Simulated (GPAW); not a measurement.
# Ballistic transport through a Pb chain with an H atom on top of one atom, from relaxation to T(E), part 2 of 2

How well does a Pb chain with an H atom on top of one atom conduct once its atoms have relaxed, and how much do cheaper levels lose?

GPAW 26.7.0; GPAW LCAO, PAW setups; relaxation of the junction within the symmetry of its start, lead ends held (the session's first sound run).

So far, transmission at the Fermi level (one spin): step 3 (double-zeta polarised basis) 2.14; step 4 (basis szp(dzp)) 2.14; step 5 (basis sz(dzp)) 2.13.

**6. LDA in the dzp basis: xc = "LDA"**

Level of this step: GPAW LCAO, PAW setups; Landauer transmission from Green's functions with principal layers (ASE), zero bias (GPAW).

Back in the dzp basis, the functional changes from PBE to LDA, to set the spread between functionals beside that between bases.

File run.py:

```python
import json
import numpy as np
from ase import Atoms
from ase.transport.calculators import TransportCalculator
from gpaw import GPAW, FermiDirac
from gpaw.lcao.tools import get_lcao_hamiltonian
from scipy.linalg import eigh

# The junction with lead layers at both ends, along the third cell vector
device = Atoms(
    ['Pb', 'Pb', 'Pb', 'Pb', 'Pb', 'Pb', 'Pb', 'H', 'Pb', 'Pb', 'Pb', 'Pb', 'Pb', 'Pb'],
    positions=[
        [4.50000, 4.50000, 1.45000],
        [4.50000, 4.50000, 4.35000],
        [4.50000, 4.50000, 7.25000],
        [4.50000, 4.50000, 10.15000],
        [4.50000, 4.50000, 13.05000],
        [5.02533, 4.50000, 15.97392],
        [3.92847, 4.50000, 18.85000],
        [5.84646, 4.50000, 18.85000],
        [5.02533, 4.50000, 21.72608],
        [4.50000, 4.50000, 24.65000],
        [4.50000, 4.50000, 27.55000],
        [4.50000, 4.50000, 30.45000],
        [4.50000, 4.50000, 33.35000],
        [4.50000, 4.50000, 36.25000]],
    cell=[[9.0, 0.0, 0.0], [0.0, 9.0, 0.0], [0.0, 0.0, 37.7]],
    pbc=True)

# One principal layer of the lead: the first 3 atoms of the device
lead = Atoms(
    ['Pb', 'Pb', 'Pb'],
    positions=[
        [4.50000, 4.50000, 1.45000],
        [4.50000, 4.50000, 4.35000],
        [4.50000, 4.50000, 7.25000]],
    cell=[[9.0, 0.0, 0.0], [0.0, 9.0, 0.0], [0.0, 0.0, 8.7]],
    pbc=True)

settings = dict(mode='lcao', basis='dzp', xc='LDA', h=0.2,
                occupations=FermiDirac(0.1), maxiter=250,
                mixer=dict(beta=0.1, nmaxold=8, weight=100.0),
                convergence=dict(density=0.0001))
energies = np.arange(-2, 2 + 1e-9, 0.025)
eta = 0.0001
n1, n2 = 1, 1
# k and -k transmit alike, so half of the mesh across the current serves
mesh = [(i, j) for i in range(n1) for j in range(n2) if (i, j) <= (-i % n1, -j % n2)]
weights = np.array([1 if (i, j) == (-i % n1, -j % n2) else 2 for i, j in mesh]) / (n1 * n2)

# [... helper functions left out ...]
fermi_lead = ground_state(lead, (1, 1, 13), 'lead.txt')
fermi_device = ground_state(device, (1, 1, 2), 'device.txt')
# [... loop over the mesh left out, but for ...]
        # Shift the lead onto the potential of the device's first layer
        shift = ((H[:, 0, 0] - H0[:, 0, 0]) / S0[0, 0]).real.mean()
# [...]
kT = 8.617333e-5 * 300
bias = [0.1, 0.2, 0.5, 1.0, 1.5, 2.0]
# [... integrals and printing left out ...]
```

Started as:

```bash
> OMP_NUM_THREADS=1 OPENBLAS_NUM_THREADS=1 python run.py
```

Log:

```text
basis functions: device 304, principal layer 69
Fermi level: lead -2.8325 eV, device -2.7941 eV; lead shifted by 0.0093 eV
largest coupling past the next layer 2.83e-08 eV, largest misfit of the first layer 0.028 eV
  E-E_F (eV)   T (one spin)  [channel counts left out]
    -2.000    7.6450e-01
    -1.975    7.7544e-01
    -1.950    7.8608e-01
[...]
1.975    1.9332e+00
     2.000    1.9137e+00
conductance at 300 K: 2.1711 G0 a cell; thermopower -1.103 uV/K
current from the zero-bias T(E) at 0.1 V: 16.819 uA
current from the zero-bias T(E) at 0.2 V: 33.62 uA
current from the zero-bias T(E) at 0.5 V: 83.753 uA
current from the zero-bias T(E) at 1.0 V: 164.57 uA
current from the zero-bias T(E) at 1.5 V: 229 uA
current from the zero-bias T(E) at 2.0 V: 287.99 uA
```

The job ended after 58 s (1 thread of Arm Neoverse V1, shared host; peak memory 1.2 GiB).

Numbers from this step:

```
conductance                                    : 2.171 G₀
largest coupling past the next principal layer : 2.83e-8 eV
largest misfit of the first principal layer    : 0.02836 eV
shift that aligns the lead                     : 0.009328 eV
basis functions of the junction                : 304
basis functions of a principal layer           : 69
transmission at the Fermi level (one spin)     : 2.172
```

The conductance, 2.17 G₀, lies 1.6 % above that of the dzp run.

**7. Without the relaxation: geometry = "as built"**

The dzp basis with PBE on the structure as first built shows what the relaxation was worth.

run.py: that of step 6 with these lines changed.

```diff
@@ -17,6 +17,6 @@
         [4.50000, 4.50000, 13.05000],
-        [5.02533, 4.50000, 15.97392],
-        [3.92847, 4.50000, 18.85000],
-        [5.84646, 4.50000, 18.85000],
-        [5.02533, 4.50000, 21.72608],
+        [4.50000, 4.50000, 15.95000],
+        [4.50000, 4.50000, 18.85000],
+        [6.09830, 4.50000, 18.85000],
+        [4.50000, 4.50000, 21.75000],
         [4.50000, 4.50000, 24.65000],
@@ -39,3 +39,3 @@
 
-settings = dict(mode='lcao', basis='dzp', xc='LDA', h=0.2,
+settings = dict(mode='lcao', basis='dzp', xc='PBE', h=0.2,
                 occupations=FermiDirac(0.1), maxiter=250,
```

Log:

```text
basis functions: device 304, principal layer 69
Fermi level: lead -2.5493 eV, device -2.5397 eV; lead shifted by -0.0067 eV
largest coupling past the next layer 2.76e-08 eV, largest misfit of the first layer 0.009 eV
  E-E_F (eV)   T (one spin)  [channel counts left out]
    -2.000    9.6560e-01
    -1.975    9.6734e-01
    -1.950    9.6899e-01
[...]
1.975    2.0761e+00
     2.000    2.0741e+00
conductance at 300 K: 2.1988 G0 a cell; thermopower 0.1623 uV/K
current from the zero-bias T(E) at 0.1 V: 17.032 uA
current from the zero-bias T(E) at 0.2 V: 34.04 uA
current from the zero-bias T(E) at 0.5 V: 84.673 uA
current from the zero-bias T(E) at 1.0 V: 167.22 uA
current from the zero-bias T(E) at 1.5 V: 243.2 uA
current from the zero-bias T(E) at 2.0 V: 304.01 uA
```

The job ended after 65 s (1 thread; peak memory 1.2 GiB).

Numbers from this step:

```yaml
conductance: 2.199 G₀
largest_coupling_past_the_next_principal_layer: 2.76e-8 eV
largest_misfit_of_the_first_principal_layer: 0.009047 eV
shift_that_aligns_the_lead: -0.006750 eV
transmission_at_the_fermi_level_one_spin: 2.200
```

The conductance, 2.20 G₀, lies 2.9 % above that of the dzp run.

**8. Cost and result by level**

Times are for 1 thread of Arm Neoverse V1, shared host. The series side by side:

| no. | run | conductance (G₀) | time | memory (GiB) |
| --- | --- | --- | --- | --- |
| 1 | dzp | 2.136 | 68 s | 1.2 |
| 2 | szp | 2.137 | 50 s | 1.2 |
| 3 | sz | 2.129 | 33 s | 1.1 |
| 4 | dzp LDA | 2.171 | 58 s | 1.2 |
| 5 | asbuilt | 2.199 | 65 s | 1.2 |

**9. The levels side by side**

The curves are compared point by point over the common energies.

This step: comparison of transmission and cost over codes, levels and geometry (GPAW 26.7.0).

Ladder, by row:

| step | code | T at the Fermi level (sum over the listed spins) | conductance (G0) | r.m.s. T(E) from the first | wall time (s) | peak memory (GiB) | threads |
| --- | --- | --- | --- | --- | --- | --- | --- |
| dzp | GPAW | 2.138 | 2.136 | 0 | 67.69 | 1.23 | 1 |
| szp | GPAW | 2.138 | 2.137 | 0.05393 | 49.77 | 1.2 | 1 |
| sz | GPAW | 2.129 | 2.129 | 0.07257 | 33.49 | 1.12 | 1 |
| dzp-LDA | GPAW | 2.172 | 2.171 | 0.02845 | 57.76 | 1.23 | 1 |
| asbuilt | GPAW | 2.2 | 2.199 | 0.2343 | 65.04 | 1.23 | 1 |

Transmission, zone mean, sum over the listed spins against energy, zero at the Fermi level:

| energy (eV) | dzp | szp | sz | dzp-LDA | asbuilt |
| --- | --- | --- | --- | --- | --- |
| -2.000 | 0.726 | 0.731 | 0.755 | 0.765 | 0.966 |
| -1.800 | 0.820 | 0.832 | 0.846 | 0.846 | 0.977 |
| -1.600 | 0.900 | 0.911 | 0.919 | 0.917 | 0.985 |
| -1.400 | 0.964 | 0.971 | 0.975 | 0.973 | 0.990 |
| -1.200 | 0.999 | 0.999 | 0.999 | 0.999 | 0.993 |
| -1.175 | 0.999 | 0.999 | 0.998 | 0.998 | 0.994 |
| -1.000 | 0.952 | 0.952 | 0.936 | 0.944 | 0.996 |
| -0.800 | 0.647 | 0.678 | 0.592 | 0.642 | 0.998 |
| -0.600 | 1.27 | 1.28 | 1.45 | 1.27 | 2.00 |
| -0.400 | 1.90 | 1.90 | 1.92 | 1.92 | 2.10 |
| -0.200 | 2.06 | 2.06 | 2.06 | 2.09 | 2.18 |
| 0.000 | 2.14 | 2.14 | 2.13 | 2.17 | 2.20 |
| 0.200 | 2.19 | 2.19 | 2.17 | 2.22 | 2.17 |
| 0.400 | 2.22 | 2.22 | 2.21 | 2.26 | 2.14 |
| 0.600 | 2.25 | 2.24 | 2.23 | 2.28 | 2.13 |
| 0.800 | 2.26 | 2.25 | 2.24 | 2.29 | 2.13 |
| 0.825 | 2.27 | 2.25 | 2.24 | 2.28 | 2.13 |
| 1.000 | 2.25 | 2.25 | 2.23 | 2.27 | 2.12 |
| 1.200 | 2.22 | 2.22 | 2.21 | 2.24 | 2.12 |
| 1.400 | 2.18 | 2.18 | 2.17 | 2.20 | 2.11 |
| 1.600 | 2.13 | 2.13 | 2.12 | 2.14 | 2.10 |
| 1.800 | 2.04 | 2.04 | 2.04 | 2.05 | 2.09 |
| 2.000 | 1.90 | 1.91 | 1.91 | 1.91 | 2.07 |

**10. Smearing 0.025: width = 0.025**

Smearing helps the SCF of a metal converge, but it blurs occupations at band edges near the Fermi level.

This step: GPAW LCAO, PAW setups; Landauer transmission from Green's functions with principal layers (ASE), zero bias (GPAW 26.7.0).

run.py: that of step 7 with these lines changed.

```diff
@@ -17,6 +17,6 @@
         [4.50000, 4.50000, 13.05000],
-        [4.50000, 4.50000, 15.95000],
-        [4.50000, 4.50000, 18.85000],
-        [6.09830, 4.50000, 18.85000],
-        [4.50000, 4.50000, 21.75000],
+        [5.02533, 4.50000, 15.97392],
+        [3.92847, 4.50000, 18.85000],
+        [5.84646, 4.50000, 18.85000],
+        [5.02533, 4.50000, 21.72608],
         [4.50000, 4.50000, 24.65000],
@@ -40,3 +40,3 @@
 settings = dict(mode='lcao', basis='dzp', xc='PBE', h=0.2,
-                occupations=FermiDirac(0.1), maxiter=250,
+                occupations=FermiDirac(0.025), maxiter=250,
                 mixer=dict(beta=0.1, nmaxold=8, weight=100.0),
```

Log:

```text
basis functions: device 304, principal layer 69
Fermi level: lead -2.5800 eV, device -2.5125 eV; lead shifted by 0.0327 eV
largest coupling past the next layer 2.76e-08 eV, largest misfit of the first layer 0.049 eV
  E-E_F (eV)   T (one spin)  [channel counts left out]
    -2.000    7.2515e-01
    -1.975    7.4078e-01
    -1.950    7.5552e-01
    -1.925    7.6946e-01
    -1.900    7.8269e-01
    -1.875    7.9529e-01
    -1.850    8.0731e-01
    -1.825    8.1883e-01
    -1.800    8.2988e-01
    -1.775    8.4052e-01
    -1.750    8.5078e-01
    -1.725    8.6069e-01
    -1.700    8.7029e-01
    -1.675    8.7959e-01
    -1.650    8.8862e-01
    -1.625    8.9738e-01
[...]
1.825    2.0279e+00
     1.850    2.0127e+00
     1.875    1.9962e+00
     1.900    1.9783e+00
     1.925    1.9589e+00
     1.950    1.9382e+00
     1.975    1.9162e+00
     2.000    1.8930e+00
conductance at 300 K: 2.1447 G0 a cell; thermopower -1.116 uV/K
current from the zero-bias T(E) at 0.1 V: 16.61 uA
current from the zero-bias T(E) at 0.2 V: 33.188 uA
current from the zero-bias T(E) at 0.5 V: 82.516 uA
current from the zero-bias T(E) at 1.0 V: 162.05 uA
current from the zero-bias T(E) at 1.5 V: 224.84 uA
current from the zero-bias T(E) at 2.0 V: 283.84 uA
```

The job ended after 68 s (1 thread; peak memory 1.2 GiB).

Numbers from this step:

```
conductance                                 : 2.145 G₀
largest misfit of the first principal layer : 0.04925 eV
shift that aligns the lead                  : 0.03269 eV
transmission at the Fermi level (one spin)  : 2.147
```

One spin. The transmission, zone mean by energy, zero at the Fermi level:

| energy (eV) | transmission, zone mean |
| --- | --- |
| -2.000 | 0.725 |
| -1.900 | 0.783 |
| -1.800 | 0.830 |
| -1.700 | 0.870 |
| -1.600 | 0.906 |
| -1.500 | 0.938 |
| -1.400 | 0.965 |
| -1.300 | 0.986 |
| -1.200 | 0.998 |
| -1.175 | 0.999 |
| -1.100 | 0.993 |
| -1.000 | 0.958 |
| -0.900 | 0.867 |
| -0.800 | 0.679 |
| -0.700 | 0.340 |
| -0.600 | 1.16 |
| -0.500 | 1.73 |
| -0.400 | 1.88 |
| -0.300 | 1.97 |
| -0.200 | 2.05 |
| -0.100 | 2.11 |
| 0.000 | 2.15 |
| 0.100 | 2.17 |
| 0.200 | 2.19 |
| 0.300 | 2.20 |
| 0.400 | 2.22 |
| 0.500 | 2.24 |
| 0.600 | 2.25 |
| 0.700 | 2.26 |
| 0.800 | 2.26 |
| 0.825 | 2.27 |
| 0.900 | 2.25 |
| 1.000 | 2.24 |
| 1.100 | 2.23 |
| 1.200 | 2.21 |
| 1.300 | 2.19 |
| 1.400 | 2.17 |
| 1.500 | 2.17 |
| 1.600 | 2.12 |
| 1.700 | 2.09 |
| 1.800 | 2.04 |
| 1.900 | 1.98 |
| 2.000 | 1.89 |

Not self-consistent under bias; the bias window is split evenly. Current through one cell, from the zero-bias transmission against bias:

| bias (V) | current through one cell, from the zero-bias transmission (μA) |
| --- | --- |
| 0.100 | 16.6 |
| 0.200 | 33.2 |
| 0.500 | 82.5 |
| 1.000 | 162 |
| 1.500 | 225 |
| 2.000 | 284 |

Table of transmission of the three most open eigenchannels by energy, zero at the Fermi level:

| energy (eV) | channel 1 | channel 2 | channel 3 |
| --- | --- | --- | --- |
| -2.000 | 0.725 | 0 | 0 |
| -1.900 | 0.783 | 0 | 0 |
| -1.800 | 0.830 | 0 | 0 |
| -1.700 | 0.870 | 0 | 0 |
| -1.600 | 0.906 | 0 | 0 |
| -1.500 | 0.938 | 0 | 0 |
| -1.400 | 0.965 | 0 | 0 |
| -1.300 | 0.986 | 0 | 0 |
| -1.200 | 0.998 | 0 | 0 |
| -1.100 | 0.993 | 0 | 0 |
| -1.000 | 0.958 | 0 | 0 |
| -0.900 | 0.867 | 0 | 0 |
| -0.800 | 0.679 | 0 | 0 |
| -0.700 | 0.340 | 3.6e-9 | 4.4e-10 |
| -0.600 | 0.651 | 0.457 | 0.0481 |
| -0.500 | 0.941 | 0.721 | 0.0705 |
| -0.400 | 0.969 | 0.818 | 0.0982 |
| -0.300 | 0.955 | 0.894 | 0.123 |
| -0.200 | 0.968 | 0.937 | 0.146 |
| -0.100 | 0.987 | 0.954 | 0.166 |
| 0.000 | 0.979 | 0.978 | 0.189 |
| 0.100 | 0.989 | 0.974 | 0.207 |
| 0.200 | 0.994 | 0.971 | 0.221 |
| 0.300 | 0.997 | 0.974 | 0.233 |
| 0.400 | 0.998 | 0.982 | 0.244 |
| 0.500 | 0.998 | 0.988 | 0.255 |
| 0.600 | 0.999 | 0.990 | 0.265 |
| 0.700 | 0.999 | 0.989 | 0.273 |
| 0.800 | 0.997 | 0.986 | 0.278 |
| 0.900 | 0.993 | 0.984 | 0.274 |
| 1.000 | 0.987 | 0.986 | 0.269 |
| 1.100 | 0.992 | 0.979 | 0.259 |
| 1.200 | 0.997 | 0.971 | 0.246 |
| 1.300 | 0.998 | 0.965 | 0.231 |
| 1.400 | 0.996 | 0.961 | 0.216 |
| 1.500 | 0.980 | 0.974 | 0.216 |
| 1.600 | 0.978 | 0.959 | 0.184 |
| 1.700 | 0.963 | 0.958 | 0.166 |
| 1.800 | 0.957 | 0.937 | 0.148 |
| 1.900 | 0.956 | 0.892 | 0.131 |
| 2.000 | 0.955 | 0.824 | 0.114 |

The conductance, 2.14 G₀, lies 0.4 % above that of the dzp run.

**11. Summary of results**

```yaml
conductance: 2.14 G₀
transmission_at_the_fermi_level_mean_of_the_spins: 2.14
thermopower: about 0 (under 1.5 μV/K)
```

In words: In the dzp basis the junction conducts 2.14 G₀ at 300 K, with T = 2.14 a spin at the Fermi level; the sz basis reaches that conductance within 10 %. Relaxation moved atoms by up to 0.57 Å and took the conductance from 2.20 to 2.14 G₀, as a ratio a larger change than the step from dzp to the minimal basis. At the Fermi level the three most open eigenchannels pass 0.98, 0.97 and 0.18. Measured against the first run (dzp), the nearest curve is that of dzp-LDA (r.m.s. 0.028) and the farthest that of asbuilt (0.23). Over the compared runs wall time goes from 33 s (sz) to 68 s (dzp), on a shared host. The leads kept an estimated spacing and the cell its length, so the junction may be under some tension or compression. The geometry comes from the orbital basis, which tends to overbind, and kept the symmetry of the start, so a structure of lower symmetry may lie lower. The run had no spin polarisation, so a magnetic state, which chains and small molecules with open shells often have, wasn't tested. Spin-orbit coupling is left out, which matters for the heavy atoms here. An evenly spaced straight chain is an idealisation: free chains tend to dimerise, zigzag or, where a band edge lies near the Fermi level, turn magnetic. The currents use the zero-bias T(E) throughout, which holds only while the bias is small against the distance to the nearest feature.

[Logs are printed without paths, hosts, clocks, repeated set-up lines and the standing remarks that a program may print on its own settings, such as how far it seeks lower states.]

[Hosts, paths, dates, database ids (printed as entryN), source tags and the programs' standing remarks are cut or masked in the printed files.]
